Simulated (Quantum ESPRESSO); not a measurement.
# SiC (Moissanite 3C): phonon frequency against volume, with a fit

Aim: the Grüneisen parameter and the pressure coefficient of an optical mode of SiC (Moissanite 3C).

Main program and level: Quantum ESPRESSO 7.5; DFT PBE, scalar-relativistic, plane waves, PseudoDojo norm-conserving pseudopotentials.

### Step 1. The relaxed structure

It takes space group F-43m (No. 216, cubic). Conventional cell: a = 4.380 Å, b = 4.380 Å, c = 4.380 Å, α = 90.00°, β = 90.00°, γ = 90.00°. Si has 4 C at 1.90 Å nearest. Nearest to C lie 4 Si at 1.90 Å. Farther neighbours are not listed.

Coordinates:

```cif
data_structure
_symmetry_space_group_name_H-M 'P 1'
_symmetry_Int_Tables_number 1
_cell_length_a 3.0970
_cell_length_b 3.0970
_cell_length_c 3.0970
_cell_angle_alpha 60.000
_cell_angle_beta 60.000
_cell_angle_gamma 60.000
_cell_volume 21.00
loop_
_atom_site_label
_atom_site_type_symbol
_atom_site_fract_x
_atom_site_fract_y
_atom_site_fract_z
_atom_site_occupancy
Si1 Si 0.00000 0.00000 0.00000 1
C2 C 0.25000 0.25000 0.25000 1
```

This is the cell after its relaxation at this level of theory, not the database cell from which that began.

### Step 2. Runs at several volumes

The relaxed cell is scaled uniformly; in this structure symmetry fixes all atoms, so nothing has to be relaxed anew. Each volume gets a ground state and a response at Γ. The mode followed is the highest one without the macroscopic field, of symmetry T2; longitudinal polar modes lie higher. Cutoff 90 Ry, k mesh 12×12×12.

From the response at V/V₀ = 0.97:

The log of the run:

```text
[banners, grids, parts of the stress and lines that vanish by symmetry left out]
Program PHONON v.7.5
     Reading xml data from directory:

[...]
Exchange-correlation= PBE
                           (   1   4   3   4   0   0   0)
[...]
kinetic-energy cut-off    =      90.0000  Ry
     charge density cut-off    =     360.0000  Ry
     convergence threshold     =      1.0E-18
[...]
Exchange-correlation= PBE
                           (   1   4   3   4   0   0   0)
[...]
q = (   0.0000000   0.0000000   0.0000000 )
     25 Sym.Ops. (with q -> -q+G )
     G cutoff =  612.1277  (  16049 G-vectors)     FFT grid: ( 36, 36, 36)
     number of k points=    72
[...]
Mode symmetry, T_d (-43m)  point group:
[...]
Dielectric constant
[...]
End of electric fields calculation
          Dielectric constant in cartesian axis
          (       6.883730406       0.000000000       0.000000000 )
          (       0.000000000       6.883730406      -0.000000000 )
          (       0.000000000       0.000000000       6.883730406 )
          Effective charges (d Force / dE) in cartesian axis without acoustic sum rule applied (asr)
           atom    1  Si    Mean Z*:        2.71117
      Ex  (        2.71117        0.00000        0.00000 )
      Ey  (        0.00000        2.71117       -0.00000 )
      Ez  (        0.00000       -0.00000        2.71117 )
           atom    2  C     Mean Z*:       -2.71258
      Ex  (       -2.71258       -0.00000       -0.00000 )
      Ey  (       -0.00000       -2.71258       -0.00000 )
      Ez  (       -0.00000       -0.00000       -2.71258 )
          Effective charges Sum: Mean:       -0.00141
[...]
Effective charges (d Force / dE) in cartesian axis with asr applied:
           atom    1  Si    Mean Z*:        2.71188
[...]
atom    2  C     Mean Z*:       -2.71188
[...]
Representation #   1 modes #   1   2   3
[...]
End of self-consistent calculation
     Convergence has been achieved
     Representation #   2 modes #   4   5   6
[...]
End of self-consistent calculation
     Convergence has been achieved
[...]
Dielectric constant in cartesian axis
          (       6.883730406       0.000000000       0.000000000 )
          (       0.000000000       6.883730406      -0.000000000 )
          (       0.000000000       0.000000000       6.883730406 )
          Effective charges (d Force / dE) in cartesian axis without acoustic sum rule applied (asr)
           atom    1  Si    Mean Z*:        2.71117
      Ex  (        2.71117        0.00000        0.00000 )
      Ey  (        0.00000        2.71117       -0.00000 )
      Ez  (        0.00000       -0.00000        2.71117 )
           atom    2  C     Mean Z*:       -2.71258
      Ex  (       -2.71258       -0.00000       -0.00000 )
      Ey  (       -0.00000       -2.71258       -0.00000 )
      Ez  (       -0.00000       -0.00000       -2.71258 )
          Effective charges Sum: Mean:       -0.00141
[...]
Effective charges (d Force / dE) in cartesian axis with asr applied:
           atom    1  Si    Mean Z*:        2.71188
[...]
atom    2  C     Mean Z*:       -2.71188
[...]
q = (    0.000000000   0.000000000   0.000000000 )
[...]
freq (    1) =      -0.078426 [THz] =      -2.616020 [cm-1]
     freq (    2) =      -0.078426 [THz] =      -2.616020 [cm-1]
     freq (    3) =      -0.078426 [THz] =      -2.616020 [cm-1]
     freq (    4) =      24.103079 [THz] =     803.992182 [cm-1]
     freq (    5) =      24.103079 [THz] =     803.992182 [cm-1]
     freq (    6) =      24.103079 [THz] =     803.992182 [cm-1]
[...]
Mode symmetry, T_d (-43m)  point group:
     freq (   1-   3) =         -2.6  [cm-1]   --> T_2  G_15 P_4   I+R
     freq (   4-   6) =        804.0  [cm-1]   --> T_2  G_15 P_4   I+R

   JOB DONE.
```

One volume, V/V₀ = 1, is held back as a test.

```tsv
V/V₀	volume (Å³/atom)	pressure (GPa)	ω (cm⁻¹)
0.97	10.187	6.85	803.99
1	10.502	0.00	held back
1.03	10.818	-5.90	751.67
```

### Step 3. The fit

The mode Grüneisen parameter is γ = −d ln ω / d ln V.

```tsv
ln(V/V₀)	ln ω
-0.0305	6.6896
0.0296	6.6223
```

A straight line through these points has the slope -1.121, so γ = 1.12; at V/V₀ = 1 it predicts ω = exp(6.6554 + 0.0000) = 777.00 cm⁻¹.

A parabola of pressure against ln V through V/V₀ = 0.97, 1 and 1.03 gives the bulk modulus B = −dP/d ln V = 212 GPa at V₀. With ω₀ from the fitted line the pressure coefficient follows as dω/dP = γ ω₀ / B = 1.12 × 777.0 / 212 = 4.11 cm⁻¹/GPa.

### Step 4. The run that was held back

The log of the run:

```text
[banners, grids, parts of the stress and lines that vanish by symmetry left out]
[banner, memory and clock lines left out]
Program PHONON v.7.5

[...]
Exchange-correlation= PBE
                           (   1   4   3   4   0   0   0)
[...]
(   8 q-points):
[...]
kinetic-energy cut-off    =      90.0000  Ry
     charge density cut-off    =     360.0000  Ry
     convergence threshold     =      1.0E-18
[...]
Exchange-correlation= PBE
                           (   1   4   3   4   0   0   0)
[...]
q = (   0.0000000   0.0000000   0.0000000 )
     25 Sym.Ops. (with q -> -q+G )
     G cutoff =  624.6847  (  16361 G-vectors)     FFT grid: ( 36, 36, 36)
     number of k points=    72
[...]
Mode symmetry, T_d (-43m)  point group:
[...]
Dielectric constant
[...]
End of electric fields calculation
          Dielectric constant in cartesian axis
          (       6.964883668      -0.000000000       0.000000000 )
          (      -0.000000000       6.964883668       0.000000000 )
          (       0.000000000       0.000000000       6.964883668 )
          Effective charges (d Force / dE) in cartesian axis without acoustic sum rule applied (asr)
           atom    1  Si    Mean Z*:        2.68912
      Ex  (        2.68912       -0.00000        0.00000 )
      Ey  (       -0.00000        2.68912       -0.00000 )
      Ez  (        0.00000       -0.00000        2.68912 )
           atom    2  C     Mean Z*:       -2.69050
      Ex  (       -2.69050        0.00000        0.00000 )
      Ey  (        0.00000       -2.69050        0.00000 )
[...]
Convergence has been achieved
[...]
q = (    0.000000000  -1.000000000   0.000000000 )
[...]
freq (    5) =      22.316858 [THz] =     744.410259 [cm-1]
     freq (    6) =      24.132335 [THz] =     804.968062 [cm-1]
[...]
Mode symmetry, D_2d (-42m) point group:
     freq (   1-   2) =        361.1  [cm-1]   --> E    X_5  W_3
     freq (   3-   3) =        621.9  [cm-1]   --> B_2  X_3  W_2
     freq (   4-   5) =        744.4  [cm-1]   --> E    X_5  W_3
     freq (   6-   6) =        805.0  [cm-1]   --> A_1  X_1  W_1
[...]
Mode symmetry, S_4 (-4)    point group:
[...]
Convergence has been achieved
[...]
Convergence has been achieved
[...]
Convergence has been achieved
[...]
Convergence has been achieved
     Representation #   5 mode #   5
[...]
End of self-consistent calculation
     Convergence has been achieved
     Representation #   6 mode #   6
[...]
End of self-consistent calculation
     Convergence has been achieved
[...]
q = (   -0.500000000  -1.000000000   0.000000000 )
[...]
freq (    1) =      11.822330 [THz] =     394.350474 [cm-1]
     freq (    2) =      13.630845 [THz] =     454.676050 [cm-1]
     freq (    3) =      15.764057 [THz] =     525.832328 [cm-1]
     freq (    4) =      21.560868 [THz] =     719.193156 [cm-1]
     freq (    5) =      22.633019 [THz] =     754.956243 [cm-1]
     freq (    6) =      25.053293 [THz] =     835.687885 [cm-1]
[...]
Mode symmetry, S_4 (-4)    point group:
     freq (   1-   1) =        394.4  [cm-1]   --> B    W_3
     freq (   2-   2) =        454.7  [cm-1]   --> E*   W_2
     freq (   3-   3) =        525.8  [cm-1]   --> E    W_4
     freq (   4-   4) =        719.2  [cm-1]   --> A    W_1
     freq (   5-   5) =        755.0  [cm-1]   --> E*   W_2
     freq (   6-   6) =        835.7  [cm-1]   --> B    W_3
```

It gives 777.02 cm⁻¹ against the predicted 777.00 cm⁻¹, a miss of 0.02 cm⁻¹.

### Step 5. Summary of results

```
mode Grüneisen parameter : 1.121
bulk modulus             : 212 GPa
pressure coefficient     : 4.11 cm⁻¹/GPa
```

The highest optical mode of SiC (Moissanite 3C) without the LO-TO term stiffens by 4.11 cm⁻¹ a GPa near the relaxed volume, with γ = 1.12. The power law meets all 3 runs within 0.01 %. Such a coefficient turns a measured shift of this mode into a hydrostatic stress; uniaxial or biaxial stress splits the mode and needs deformation potentials. These are harmonic values at zero temperature for the structure held cubic, which a run at Γ can't show to be stable; the bulk modulus rests on three points.

[Host names and launcher messages were left out of these logs when they were recorded.]

[Logs are printed without paths, hosts, clocks, repeated set-up lines and the standing remarks that a program may print on its own settings, such as how far it seeks lower states.]

[Hosts, paths, dates, database ids (printed as entryN), source tags and the programs' standing remarks are cut or masked in the printed files.]
